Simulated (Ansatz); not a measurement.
# Rb on Au(111): change of the work function, part 3 of 5

How does one ordered layer of Rb (bridge site) change the work function of Au(111), and what dipole does each adsorbate carry?

Ansatz 0.2.0; plane-wave DFT, PBEsol, Ansatz PAW.

So far, work function, upper face (eV): step 2 (the clean slab) 5.24; step 3 (17 atoms, coverage 0.25 ML, cell 2x2) 1.64.

## (5) The covered slab, atoms frozen

This step: plane-wave DFT, PBEsol, Ansatz PAW (Ansatz 0.2.0).

To see where the charge goes, the covered slab, the bare substrate and the adsorbate layer are each run at the same frozen positions and on the same grid.

input.yaml

```yaml
crystal:
  lattice:
    - [5.7699913344, 0.0, 0.0]
    - [2.8849956672, 4.9969590752, 0.0]
    - [0.0, 0.0, 28.5035810597]
  atoms:
    - { symbol: Au, position: [0.0, 0.0, 0.3157497993] }
    - { symbol: Au, position: [0.1666666667, 0.1666666667, 0.3983916643] }
    - { symbol: Au, position: [0.3327119327, 0.3349639775, 0.4805837401] }
    - { symbol: Au, position: [-0.0040819502, -0.0004926852, 0.5624551813] }
    - { symbol: Au, position: [0.0, 0.5, 0.3157497993] }
    - { symbol: Au, position: [0.1666666667, 0.6666666667, 0.3983916643] }
    - { symbol: Au, position: [0.3337939271, 0.8324121458, 0.4802249139] }
    - { symbol: Au, position: [0.000938864, 0.498122272, 0.5662023693] }
    - { symbol: Au, position: [0.5, 0.0, 0.3157497993] }
    - { symbol: Au, position: [0.6666666666, 0.1666666667, 0.3983916643] }
    - { symbol: Au, position: [0.8323240898, 0.3349639775, 0.4805837401] }
    - { symbol: Au, position: [0.5045746354, -0.0004926852, 0.5624551813] }
    - { symbol: Au, position: [0.5, 0.5, 0.3157497993] }
    - { symbol: Au, position: [0.6666666667, 0.6666666667, 0.3983916643] }
    - { symbol: Au, position: [0.8344684555, 0.8310630889, 0.4795167773] }
    - { symbol: Au, position: [0.4993482464, 0.5013035072, 0.5664943709] }
    - { symbol: Rb, position: [0.2469284411, 0.0061431178, 0.6623589176] }
kpoints:
  mp_grid: { grid: [6, 6, 1] }
hamiltonian:
  xc: pbesol
scf:
  occupations: { method: fermi_dirac, width: 0.1 }
  convergence: { dr2_threshold: 1.0e-08 }
efield:
  axis: 3
  dipole_correction: true
  ramp_position: 0.97
  ramp_width: 0.06
output:
  write_potential: true
  write_density: true
  volumetric_format: npy
```

Launch:

```console
> ansatz run input.yaml --threads 4 --pin off --max-ram 6144MiB --backend cpu --events-out ev --progress --plain --runs-dir out
```

Output:

```text
[...]
Crystal: 17 atoms, lattice volume = 821.827 Å³
Basis set: ecut = 420 eV, 16103 PW (Γ)
Bands: 188, of which v1, the nominal top of the filled ones, is band 157 counted from 1 (156 counted from 0)
Symmetry: 2 space group operations
[...]
k-points: 13 of 36 (time reversal used)
[...]
SCF iter   1: F=—  HF=-211328.347070 eV  |F-HF|=—  |Δ(HF+E_count)|=         —  Δρ=4.73e-3  dr2=1.18e0  ethr=1.77e-3  p=0.512 e·Å  D=1.13e-1 V/Å  ΔV_dip=-3.21 eV  dr2_dipole=1.21e-1  V_vac-E_F(+/−)=1.58/4.79 eV  ⟨swp⟩=7.3  Hψ=10096  notcnv=0  defer=118
[...]
SCF iter  11: F=-211328.291296 eV  HF=-211328.291296 eV  |F-HF|=2.62e-10  |Δ(HF+E_count)|=   2.19e-8  Δρ=4.67e-7  dr2=6.28e-9  ethr=3.19e-12  p=0.573 e·Å  D=1.26e-1 V/Å  ΔV_dip=-3.60 eV  dr2_dipole=1.63e-11  V_vac-E_F(+/−)=1.64/5.24 eV  ⟨swp⟩=15.4  Hψ=9628  notcnv=0
SCF 1 converged in 11 iterations: F = -211328.291296 eV  dr2 = 6.28e-9
[...]
SCF converged after 11 iterations
Free energy (F): -211328.291296 eV
[...]
Internal energy: -211328.014331 eV  (E = F + TS)
E sigma→0 (E₀):  -211328.152813 eV
Entropy (-TS):   -0.276965 eV (-16.292 meV/atom)
Fermi energy:    5.024623 eV
Dipole field:    D = 0.126262 V/Å  (p = 0.573445 e·Å, saw-weighted, corrected)
Work function:   Φ+ = 1.6445 eV   Φ− = 5.2435 eV
[...]
--- Band table (eV; the first three rows and the last of 13) ---
  k-point 0: bands = [... 153 lower, 4.7974, 4.8163, 4.8236, 5.3133, 5.8431, 5.8531, 5.8704, 6.1433, ... 27 higher]
  k-point 1: bands = [... 153 lower, 4.0665, 4.8924, 4.8978, 5.0576, 5.3135, 5.4544, 5.4700, 5.6565, ... 27 higher]
  k-point 2: bands = [... 153 lower, 4.1721, 4.6067, 4.9261, 4.9309, 5.4462, 5.4582, 5.6808, 6.3473, ... 27 higher]
  k-point 12: bands = [... 153 lower, 3.7117, 3.9373, 3.9956, 5.0308, 5.1548, 5.9948, 6.1805, 6.3946, ... 27 higher]
```

It took 23 s on 4 threads of AMD EPYC 9R45, shared host; peak memory 4 GiB.

This step gave:

- energy at zero smearing: -211328.1528 eV
- work function, upper face: 1.645 eV
- work function, lower face: 5.244 eV
- dipole along the normal: 0.5734 e·Å
- step between the vacuum levels: -3.599 eV

The work function of the upper face is 1.64 eV.

## (6) The substrate alone

System of this step: Rb/Au(111), substrate alone, atoms held. The cell holds 16 atoms: 16 Au. Its edges and angles: a = 5.770 Å, b = 5.770 Å, c = 28.504 Å, α = 90.0°, β = 90.0°, γ = 60.0°. Vacuum lies along c.

The second part, atoms unmoved.

input.yaml, as its differences from that of step 5:

```diff
@@ -22,3 +22,2 @@
     - { symbol: Au, position: [0.4993482464, 0.5013035072, 0.5664943709] }
-    - { symbol: Rb, position: [0.2469284411, 0.0061431178, 0.6623589176] }
 kpoints:
```

Output:

```text
[...]
Crystal: 16 atoms, lattice volume = 821.827 Å³
Basis set: ecut = 420 eV, 16103 PW (Γ)
Bands: 183, of which v1, the nominal top of the filled ones, is band 152 counted from 1 (151 counted from 0)
Symmetry: 2 space group operations
[...]
k-points: 13 of 36 (time reversal used)
[...]
SCF iter   1: F=—  HF=-208110.069406 eV  |F-HF|=—  |Δ(HF+E_count)|=         —  Δρ=4.51e-3  dr2=8.33e-1  ethr=1.77e-3  p=-0.000 e·Å  D=-9.67e-5 V/Å  ΔV_dip=0.00 eV  dr2_dipole=1.24e-3  V_vac-E_F(+/−)=4.83/4.82 eV  ⟨swp⟩=7.6  Hψ=10339  notcnv=0  defer=129
[...]
SCF iter   9: F=-208109.997084 eV  HF=-208109.997084 eV  |F-HF|=4.74e-9  |Δ(HF+E_count)|=   2.10e-8  Δρ=7.05e-7  dr2=2.48e-9  ethr=3.29e-12  p=-0.004 e·Å  D=-7.98e-4 V/Å  ΔV_dip=0.02 eV  dr2_dipole=2.38e-11  V_vac-E_F(+/−)=5.26/5.24 eV  ⟨swp⟩=16.8  Hψ=10547  notcnv=0
SCF 1 converged in 9 iterations: F = -208109.997084 eV  dr2 = 2.48e-9
[...]
SCF converged after 9 iterations
Free energy (F): -208109.997084 eV
[...]
Internal energy: -208109.781834 eV  (E = F + TS)
E sigma→0 (E₀):  -208109.889459 eV
Entropy (-TS):   -0.215251 eV (-13.453 meV/atom)
Fermi energy:    3.259517 eV
Dipole field:    D = -0.000795 V/Å  (p = -0.003610 e·Å, saw-weighted, corrected)
Work function:   Φ+ = 5.2596 eV   Φ− = 5.2370 eV
[...]
--- Band table (eV; the first three rows and the last of 13) ---
  k-point 0: bands = [... 148 lower, 3.1205, 3.1269, 3.1322, 3.3103, 4.1696, 4.1706, 4.1719, 4.5258, ... 27 higher]
  k-point 1: bands = [... 148 lower, 2.3524, 2.4123, 3.1705, 3.1737, 3.7241, 3.7711, 3.7804, 3.9258, ... 27 higher]
  k-point 2: bands = [... 148 lower, 1.5635, 2.5675, 3.1523, 3.1846, 3.1855, 3.7830, 3.7908, 4.8221, ... 27 higher]
  k-point 12: bands = [... 148 lower, 1.7677, 1.9686, 2.2532, 2.3681, 3.4215, 3.6665, 4.4914, 4.6640, ... 27 higher]
```

Wall time 20 s (4 threads); peak memory 3.9 GiB.

Numbers from this step:

| Quantity | Value |
| --- | --- |
| energy at zero smearing | -208109.8895 eV |
| work function, upper face | 5.260 eV |
| work function, lower face | 5.237 eV |
| dipole along the normal | -0.003610 e·Å |
| step between the vacuum levels | 0.02265 eV |

The work function of the upper face is 5.26 eV.

## (7) The adsorbate layer alone

System of this step: Rb/Au(111), adsorbate layer alone, atoms held. The cell holds 1 atom: 1 Rb. Cell: a = 5.770 Å, b = 5.770 Å, c = 28.504 Å, α = 90.0°, β = 90.0°, γ = 60.0°. Vacuum lies along c.

The third part; a free layer of atoms may carry a moment, so spin is on.

input.yaml, the sections that differ from step 6:

```yaml
crystal:
  lattice:
    - [5.7699913344, 0.0, 0.0]
    - [2.8849956672, 4.9969590752, 0.0]
    - [0.0, 0.0, 28.5035810597]
  atoms:
    - { symbol: Rb, position: [0.2469284411, 0.0061431178, 0.6623589176], spin: 1.0 }
magnetization:
  spin_polarized: true
# kpoints, hamiltonian, scf, efield, output: as in step 6
```

Output:

```text
[...]
Crystal: 1 atoms, lattice volume = 821.827 Å³
Basis set: ecut = 420 eV, 16103 PW (Γ)
Bands: 9, of which v1, the nominal top of the filled ones, is band 5 counted from 1 (4 counted from 0)
Symmetry: 12 space group operations
k-points: 7 of 36
[...]
Starting moments: Σ|m| = 1 μB on 1 of 1 site
[...]
SCF iter   1: F=—  HF=-3216.489671 eV  |F-HF|=—  |Δ(HF+E_count)|=         —  Δρ=5.97e-3 (↑5.97e-3 ↓5.41e-3)  dr2=3.39e-2  dr2_m=2.43e-1  M=0.052 μB ∫|m|=0.064 μB  β_m=0.30  ethr=3.25e-4  p=-0.000 e·Å  D=-9.59e-11 V/Å  ΔV_dip=0.00 eV  dr2_dipole=1.19e-10  V_vac-E_F(+/−)=2.48/2.48 eV  ⟨swp⟩=1.2  Hψ=1475  notcnv=0
[...]
eigensolver tolerance schedule calibrated: the retry pair's looser diagonalisation under-reported the residual by θ = 0.14 (0.14/decade); ethr = c·dr2/N_el runs at the constant in force after the calibration composes with the one it found (an armed cap, an earlier calibration), c = 5.1e-2
[...]
spin=Collinear: Resta preconditioning applied to the charge; magnetization (m = ρ↑ − ρ↓) channel mixes plain (no charge-response kernel on spin).
SCF iter   2: F=—  HF=-3216.574051 eV  |F-HF|=—  |Δ(HF+E_count)|=   8.44e-2  Δρ=4.17e-3 (↑4.17e-3 ↓3.91e-3)  dr2=1.70e-2  dr2_m=1.23e-1  M=0.039 μB ∫|m|=0.048 μB  β_m=0.30  ethr=1.92e-4  p=0.000 e·Å  D=1.73e-6 V/Å  ΔV_dip=-0.00 eV  dr2_dipole=6.50e-12  V_vac-E_F(+/−)=2.47/2.47 eV  ⟨swp⟩=2.0  Hψ=160  notcnv=0  κ⁻¹=1.0e0(r=1)
[...]
SCF iter   7: F=—  HF=-3216.658496 eV  |F-HF|=—  |Δ(HF+E_count)|=   2.61e-3  Δρ=7.26e-4 (↑7.25e-4 ↓7.26e-4)  dr2=7.29e-8  dr2_m=3.97e-3  M=0.010 μB ∫|m|=0.012 μB  β_m=0.32  ethr=1.07e-9  p=0.000 e·Å  D=3.57e-6 V/Å  ΔV_dip=-0.00 eV  dr2_dipole=4.05e-13  V_vac-E_F(+/−)=2.37/2.37 eV  ⟨swp⟩=3.1  Hψ=280  notcnv=0
[...]
spin-set hold released at iteration 7 (site moments contracting): the magnetisation degrees of freedom join the quasi-Newton model from the next iteration; the mixer history was flushed
SCF iter   8: F=—  HF=-3216.659899 eV  |F-HF|=—  |Δ(HF+E_count)|=   1.40e-3  Δρ=4.99e-4 (↑4.99e-4 ↓4.99e-4)  dr2=3.81e-8  dr2_m=1.88e-3  M=0.008 μB ∫|m|=0.009 μB  β_m=0.53  ethr=4.13e-10  p=0.000 e·Å  D=3.48e-6 V/Å  ΔV_dip=-0.00 eV  dr2_dipole=1.72e-16  V_vac-E_F(+/−)=2.37/2.37 eV  ⟨swp⟩=3.4  Hψ=299  notcnv=0  κ⁻¹=1.0e0(r=1)
density mixer auto → broyden: gapped, with many states about μ (density of states about μ 0.79 of a free-electron gas's, 28 screened modes)
SCF iter   9: F=—  HF=-3216.661162 eV  |F-HF|=—  |Δ(HF+E_count)|=   1.26e-3  Δρ=8.67e-6 (↑8.67e-6 ↓8.46e-6)  dr2=2.70e-9  dr2_m=5.52e-7  M=0.001 μB ∫|m|=0.002 μB  β_m=0.45  ethr=5.66e-11  p=0.000 e·Å  D=3.50e-6 V/Å  ΔV_dip=-0.00 eV  dr2_dipole=9.00e-14  V_vac-E_F(+/−)=2.37/2.37 eV  ⟨swp⟩=5.9  Hψ=962  notcnv=0  κ⁻¹=2.9e-5(r=2)
[...]
SCF iter  13: F=-3216.661167 eV  HF=-3216.661167 eV  |F-HF|=2.05e-11  |Δ(HF+E_count)|=  7.87e-10  Δρ=1.05e-8 (↑1.05e-8 ↓8.27e-9)  dr2=4.53e-12  dr2_m=5.27e-13  M=-0.000 μB ∫|m|=0.000 μB  ethr=1.00e-12  p=0.000 e·Å  D=3.59e-6 V/Å  ΔV_dip=-0.00 eV  dr2_dipole=3.31e-15  V_vac-E_F(+/−)=2.37/2.37 eV  ⟨swp⟩=2.9  Hψ=304  notcnv=0
SCF 1 converged in 13 iterations: F = -3216.661167 eV  dr2 = 4.53e-12
[...]
WARN: the starting moments were not kept: the SCF closed with an absolute magnetisation of 2.6e-6 μB, where they sum to 1 μB in size (1 site). That is at most 0.1 of that sum. Measured as dr2_m measures the in/out step, that magnetisation stands 3.1e-13 eV from none, at or under the dr2_threshold of 1.0e-8 eV: it is no larger than a step whose dr2_m would equal this threshold. The system may hold no moment; this SCF  [...]
[...]
this state was not tested for a lower state beside it, because the mixer in use, unlike msr1, does not test its closes by its own steps (another_mixer; see scf.mixing.algorithm and scf.lower_state_search)
SCF converged after 13 iterations
Magnetization: -0.0000 μB (4.5000 up, 4.5000 down)
Absolute magnetization: 0.0000 μB (∫|ρ↑−ρ↓|, with the PAW one-centre terms)
[...]
Per-site moments (μB) at R_I (Å): [(-6.734880e-7, 2.380121)]
Free energy (F): -3216.661167 eV
[...]
Internal energy: -3216.633494 eV  (E = F + TS)
E sigma→0 (E₀):  -3216.647330 eV
Entropy (-TS):   -0.027673 eV (-27.673 meV/atom)
Fermi energy:    -1.848706 eV
Dipole field:    D = 0.000004 V/Å  (p = 0.000016 e·Å, saw-weighted, corrected)
Work function:   Φ+ = 2.3698 eV   Φ− = 2.3699 eV
[...]
--- Band table (eV; the first three rows and the last of 14) ---
[...]
```

Run time: 2.1 s. Hardware: 4 threads; peak memory 0.98 GiB.

Numbers from this step:

* energy at zero smearing: -3216.6473 eV
* work function, upper face: 2.370 eV
* dipole along the normal: 1.61e-5 e·Å

At this spacing and smearing the free layer keeps no moment.

## (8) Density difference

This step: plane-wave DFT, PBEsol, Ansatz PAW; density difference on adsorption (Ansatz 0.2.0).

The densities of the parts are taken from that of the whole and averaged over planes; the first moment of what is left gives the step in the potential.

This step gave:

```
largest charge moved                 : 0.009826 e/Å²
potential step from the moved charge : -3.622 eV
```

Planar mean, whole system less its parts. Table of electron density difference by z:

z (Å), electron density difference (e/Å³) and a bar from the least value:
```
        5     0.0000 ########
        6     0.0000 ########
        7     0.0000 ########
        8     0.0000 ########
        9     0.0004 #########
       10     0.0000 ########
       11     0.0003 #########
       12    -0.0001 ########
       13    -0.0001 ########
       14     0.0002 #########
       15    -0.0017 #####
       16    -0.0004 ########
       17     0.0113 ##############################
       18     0.0000 ########
       19    -0.0044 
       20    -0.0023 ####
       21    -0.0017 #####
       22    -0.0003 ########
       23     0.0001 #########
       24     0.0001 #########
       25     0.0000 ########
       26     0.0000 ########
       27     0.0000 ########
       28     0.0000 ########
```

Planar mean, whole system less its parts. Table of electrons moved below z by z:

| z (Å) | electrons moved below z (e/Å²) |
| --- | --- |
| 5 | -3.8e-7 |
| 6 | -4.8e-6 |
| 7 | -3.4e-5 |
| 8 | -6.5e-5 |
| 9 | 1.9e-5 |
| 10 | 1.4e-4 |
| 11 | 4.1e-5 |
| 12 | -1.2e-4 |
| 13 | 7.3e-5 |
| 14 | 1.1e-4 |
| 15 | 5.0e-4 |
| 16 | -0.00123 |
| 17 | 0.00208 |
| 18 | 0.00975 |
| 19 | 0.00574 |
| 20 | 0.00300 |
| 21 | 6.9e-4 |
| 22 | -1.1e-4 |
| 23 | -1.3e-4 |
| 24 | -6.0e-5 |
| 25 | -2.1e-5 |
| 26 | -6.1e-6 |
| 27 | -1.5e-6 |
| 28 | -2.9e-7 |

(Continued in part 4 of 5.)

[Long decimals in the printed logs are rounded to 6 places.]

[Logs are printed without paths, hosts, clocks, repeated set-up lines and the standing remarks that a program may print on its own settings, such as how far it seeks lower states.]

[Hosts, paths, dates, database ids (printed as entryN), source tags and the programs' standing remarks are cut or masked in the printed files.]

[Maps of the electrostatic potential energy from Ansatz leave out the sawtooth potential of an applied field or a dipole correction, so their vacuum need not be flat; planar profiles and work functions include it.]
